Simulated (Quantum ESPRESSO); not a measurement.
# MnCO3 (Rhodochrosite): parallel and opposed starts, part 2 of 2

Wanted: the moments of MnCO3 (Rhodochrosite) and the energy of each order that was tried.

Quantum ESPRESSO 7.5; PBEsol; plane waves with GBRV 1.5 PBEsol potentials, no spin-orbit coupling.

So far, absolute magnetization (μB): step 2 (start 1: ferro ++) 10.

## Step 3: Run 2 (antiferro +−)

pw.in reads:

```
&CONTROL
  calculation = 'scf'
  prefix = 'pwscf'
  outdir = './tmp'
  pseudo_dir = './pseudo'
  disk_io = 'nowf'
/
&SYSTEM
  ibrav = 0
  celldm(1) = 8
  nat = 10
  ntyp = 4
  ecutwfc = 40
  ecutrho = 280
  nbnd = 50
  occupations = 'smearing'
  smearing = 'fd'
  degauss = 0.00367493
  nspin = 2
  starting_magnetization(1) = 0.3
  starting_magnetization(2) = -0.3
  starting_magnetization(3) = 0
  starting_magnetization(4) = 0
/
&ELECTRONS
  conv_thr = 2d-08
  electron_maxstep = 150
  mixing_beta = 0.3
/
ATOMIC_SPECIES
Mn1    54.9380 mn_pbesol_v1.5.uspp.F.UPF
Mn2    54.9380 mn_pbesol_v1.5.uspp.F.UPF
C      12.0110 c_pbesol_v1.2.uspp.F.UPF
O      15.9990 o_pbesol_v1.2.uspp.F.UPF
CELL_PARAMETERS alat
   0.5637289245524    0.3254690463354    1.2316290017248
  -0.5637289245524    0.3254690463354    1.2316290017248
   0.0000000000000   -0.6509380926707    1.2316290017248
ATOMIC_POSITIONS crystal
Mn1     0.0000000000    0.0000000000    0.0000000000
Mn2     0.5000000000    0.5000000000    0.5000000000
C       0.2500000000    0.2500000000    0.2500000000
C       0.7500000000    0.7500000000    0.7500000000
O       0.5195000000    0.9805000000    0.2500000000
O       0.2500000000    0.5195000000    0.9805000000
O       0.9805000000    0.2500000000    0.5195000000
O       0.4805000000    0.0195000000    0.7500000000
O       0.7500000000    0.4805000000    0.0195000000
O       0.0195000000    0.7500000000    0.4805000000
K_POINTS automatic
6 6 6 0 0 0
```

Launch:

```console
> OMP_NUM_THREADS=1 mpirun -n 4 pw.x -nk 4 -in pw.in > pw.out
```

The program printed:

```text
[banner, memory and clock lines left out]
Program PWSCF v.7.5 starts

     Message from routine setup:
     using ibrav=0 with symmetry is DISCOURAGED, use correct ibrav instead

     bravais-lattice index     =            0
     lattice parameter (alat)  =       8.0000  a.u.
     unit-cell volume          =     694.1944 (a.u.)^3
     number of atoms/cell      =           10
     number of atomic types    =            4
     number of electrons       =        74.00
     number of Kohn-Sham states=           50
     kinetic-energy cutoff     =      40.0000  Ry
     charge density cutoff     =     280.0000  Ry
     scf convergence threshold =      2.0E-08
     mixing beta               =       0.3000
     number of iterations used =            8  plain     mixing
     Exchange-correlation= SLA  PW   PSX  PSC
                           (   1   4  10   8   0   0   0)

     celldm(1)=   8.000000  celldm(2)=   0.000000  celldm(3)=   0.000000
     celldm(4)=   0.000000  celldm(5)=   0.000000  celldm(6)=   0.000000

     crystal axes: (cart. coord. in units of alat)
               a(1) = (   0.563729   0.325469   1.231629 )
               a(2) = (  -0.563729   0.325469   1.231629 )
               a(3) = (   0.000000  -0.650938   1.231629 )

     reciprocal axes: (cart. coord. in units 2 pi/alat)
               b(1) = (  0.886951  0.512081  0.270644 )
               b(2) = ( -0.886951  0.512081  0.270644 )
               b(3) = (  0.000000 -1.024163  0.270644 )

     PseudoPot. # 1 for Mn read from file:
     mn_pbesol_v1.5.uspp.F.UPF
     Pseudo is Ultrasoft + core correction, Zval = 15.0

     PseudoPot. # 2 for Mn read from file:
     mn_pbesol_v1.5.uspp.F.UPF
     Pseudo is Ultrasoft + core correction, Zval = 15.0

     PseudoPot. # 3 for C  read from file:
     c_pbesol_v1.2.uspp.F.UPF
     Pseudo is Ultrasoft + core correction, Zval =  4.0

     PseudoPot. # 4 for O  read from file:
     o_pbesol_v1.2.uspp.F.UPF
     Pseudo is Ultrasoft + core correction, Zval =  6.0

     atomic species   valence    mass     pseudopotential
     Mn1              15.00    54.93800     Mn( 1.00)
     Mn2              15.00    54.93800     Mn( 1.00)
     C                 4.00    12.01100     C ( 1.00)
     O                 6.00    15.99900     O ( 1.00)

     Starting magnetic structure
     atomic species   magnetization
     Mn1             0.300
     Mn2            -0.300
     C               0.000
     O               0.000

      6 Sym. Ops., with inversion, found

   Cartesian axes

     site n.     atom                  positions (alat units)
         1        Mn1    tau(   1) = (   0.0000000   0.0000000   0.0000000  )
         2        Mn2    tau(   2) = (   0.0000000   0.0000000   1.8474435  )
         3        C      tau(   3) = (   0.0000000   0.0000000   0.9237218  )
         4        C      tau(   4) = (   0.0000000   0.0000000   2.7711653  )
         5        O      tau(   5) = (  -0.2598790   0.3254690   2.1553508  )
         6        O      tau(   6) = (  -0.1519249  -0.3877964   2.1553508  )
         7        O      tau(   7) = (   0.4118040   0.0623273   2.1553508  )
         8        O      tau(   8) = (   0.2598790  -0.3254690   1.5395363  )
         9        O      tau(   9) = (   0.1519249   0.3877964   1.5395363  )
        10        O      tau(  10) = (  -0.4118040  -0.0623273   1.5395363  )

     number of k points=    40  Fermi-Dirac smearing, width (Ry)=  0.0037
                       cart. coord. in units 2pi/alat
        k(    1) = (   0.0000000   0.0000000   0.0000000), wk =   0.0046296
        k(    2) = (   0.0000000  -0.1706938   0.0451074), wk =   0.0277778
        k(    3) = (   0.0000000  -0.3413876   0.0902148), wk =   0.0277778
        k(    4) = (   0.0000000   0.5120815  -0.1353221), wk =   0.0138889
        k(    5) = (  -0.1478252  -0.0853469   0.0902148), wk =   0.0277778
        [... 35 further k-points ...]

     Dense  grid:    54851 G-vectors     FFT dimensions: (  60,  60,  60)

     Smooth grid:    23739 G-vectors     FFT dimensions: (  45,  45,  45)

     Check: negative core charge=   -0.000031
     Generating pointlists ...
     new r_m :   0.2137 (alat units)  1.7092 (a.u.) for type    1
     new r_m :   0.2137 (alat units)  1.7092 (a.u.) for type    2
     new r_m :   0.1253 (alat units)  1.0027 (a.u.) for type    3
     new r_m :   0.1253 (alat units)  1.0027 (a.u.) for type    4

     Initial potential from superposition of free atoms

     starting charge      72.9998, renormalised to      74.0000
     Starting wfcs are   58 randomized atomic wfcs

     Self-consistent Calculation

     iteration #  1     ecut=    40.00 Ry     beta= 0.30
     Davidson diagonalization with overlap
     ethr =  1.00E-02,  avg # of iterations =  3.1

     total energy              =    -638.47007876 Ry
     estimated scf accuracy    <       1.17519035 Ry

     total magnetization       =    -0.00 Bohr mag/cell
     absolute magnetization    =     9.54 Bohr mag/cell

     iteration #  2     ecut=    40.00 Ry     beta= 0.30
     Davidson diagonalization with overlap
     ethr =  1.59E-03,  avg # of iterations =  2.0

     total energy              =    -638.64363592 Ry
     estimated scf accuracy    <       0.08916122 Ry

     total magnetization       =     0.00 Bohr mag/cell
     absolute magnetization    =     9.46 Bohr mag/cell

     [... further iterations left out ...]

     iteration # 11     ecut=    40.00 Ry     beta= 0.30
     Davidson diagonalization with overlap
     ethr =  7.31E-10,  avg # of iterations =  2.0

     negative rho (up, down):  3.629E-04 3.629E-04

     total energy              =    -638.65634135 Ry
     estimated scf accuracy    <       0.00000002 Ry

     total magnetization       =     0.00 Bohr mag/cell
     absolute magnetization    =     9.52 Bohr mag/cell

     iteration # 12     ecut=    40.00 Ry     beta= 0.30
     Davidson diagonalization with overlap
     ethr =  3.01E-11,  avg # of iterations =  2.2

     negative rho (up, down):  3.628E-04 3.628E-04

     Magnetic moment per site  (integrated on atomic sphere of radius R)
     atom   1 (R=0.214)  charge= 12.5048  magn=  4.1676
     atom   2 (R=0.214)  charge= 12.5048  magn= -4.1676
     atom   3 (R=0.125)  charge=  1.3015  magn= -0.0000
     atom   4 (R=0.125)  charge=  1.3015  magn= -0.0000
     atom   5 (R=0.125)  charge=  3.2974  magn=  0.0000
     atom   6 (R=0.125)  charge=  3.2974  magn=  0.0000
     atom   7 (R=0.125)  charge=  3.2974  magn=  0.0000
     atom   8 (R=0.125)  charge=  3.2974  magn=  0.0000
     atom   9 (R=0.125)  charge=  3.2974  magn=  0.0000
     atom  10 (R=0.125)  charge=  3.2974  magn=  0.0000

     End of self-consistent calculation

     [... lines left out ...]
     the Fermi energy is     9.1814 ev

!    total energy              =    -638.65634141 Ry
     estimated scf accuracy    <       0.00000001 Ry
     smearing contrib. (-TS)   =      -0.00000000 Ry
     internal energy E=F+TS    =    -638.65634141 Ry

     The total energy is F=E-TS. E is the sum of the following terms:
     one-electron contribution =    -328.61968500 Ry
     hartree contribution      =     199.25901093 Ry
     xc contribution           =    -103.59132199 Ry
     ewald contribution        =    -405.70434535 Ry

     total magnetization       =     0.00 Bohr mag/cell
     absolute magnetization    =     9.52 Bohr mag/cell

     convergence has been achieved in  12 iterations
```

It took 82 s on 4 MPI ranks of Arm Neoverse V2, shared host; peak memory 0.76 GiB; 5.5 min of CPU time.

Spin moment in the atom's sphere by atom:

| atom | spin moment in the atom's sphere (μB) |
| --- | --- |
| Mn1 | 4.17 |
| Mn2 | -4.17 |
| C3 | 0.00 |
| C4 | 0.00 |
| O5 | 0.00 |
| O6 | 0.00 |
| O7 | 0.00 |
| O8 | 0.00 |
| O9 | 0.00 |
| O10 | 0.00 |

Numbers from this step:

```
smearing term TS       : 1.07e-10 eV
magnetization          : 0 μB
absolute magnetization : 9.516 μB
final state            : antiferromagnetic
```

## Step 4: Ranking

An order is kept where moments of 0.15 μB or more survive with the typed signs; meshes match where a doubled cell samples the same k points as the first cell.

Orders:

| start | final state | typed order kept | energy over the lowest (meV a seeded atom) | largest site moment (μB) | net moment (μB a cell of the first run) | mesh matched | CPU time (s) |
| --- | --- | --- | --- | --- | --- | --- | --- |
| ferro ++ | ferromagnetic | yes | 40.69 | 4.199 | 10 | yes | 280.9 |
| antiferro +- | antiferromagnetic | yes | 0 | 4.168 | 0 | yes | 328.1 |

## Step 5: Summary of results

```yaml
lowest_state_found: antiferromagnetic (from antiferro +-)
largest_site_moment: 4.17 μB
next_state_with_moments: ferromagnetic, 40.7 meV a seeded atom higher
```

Only these 2 starts were compared; other wavevectors, canted and longer-period orders were not. No Hubbard term acts here. In such compounds local and semilocal functionals without one often delocalise the d electrons, and can shrink or lose moments and miss the size, sign and order of the couplings.

[Logs and program files are shortened in this print: banners, set-up blocks, solver, clock and traceback lines can be left out without a mark of their own.]

[Logs are printed without paths, hosts, clocks, repeated set-up lines and the standing remarks that a program may print on its own settings, such as how far it seeks lower states.]

[Hosts, paths, dates, database ids (printed as entryN), source tags and the programs' standing remarks are cut or masked in the printed files.]

[Where a cell is said to come from a database of computed structures, the database is the Materials Project.]
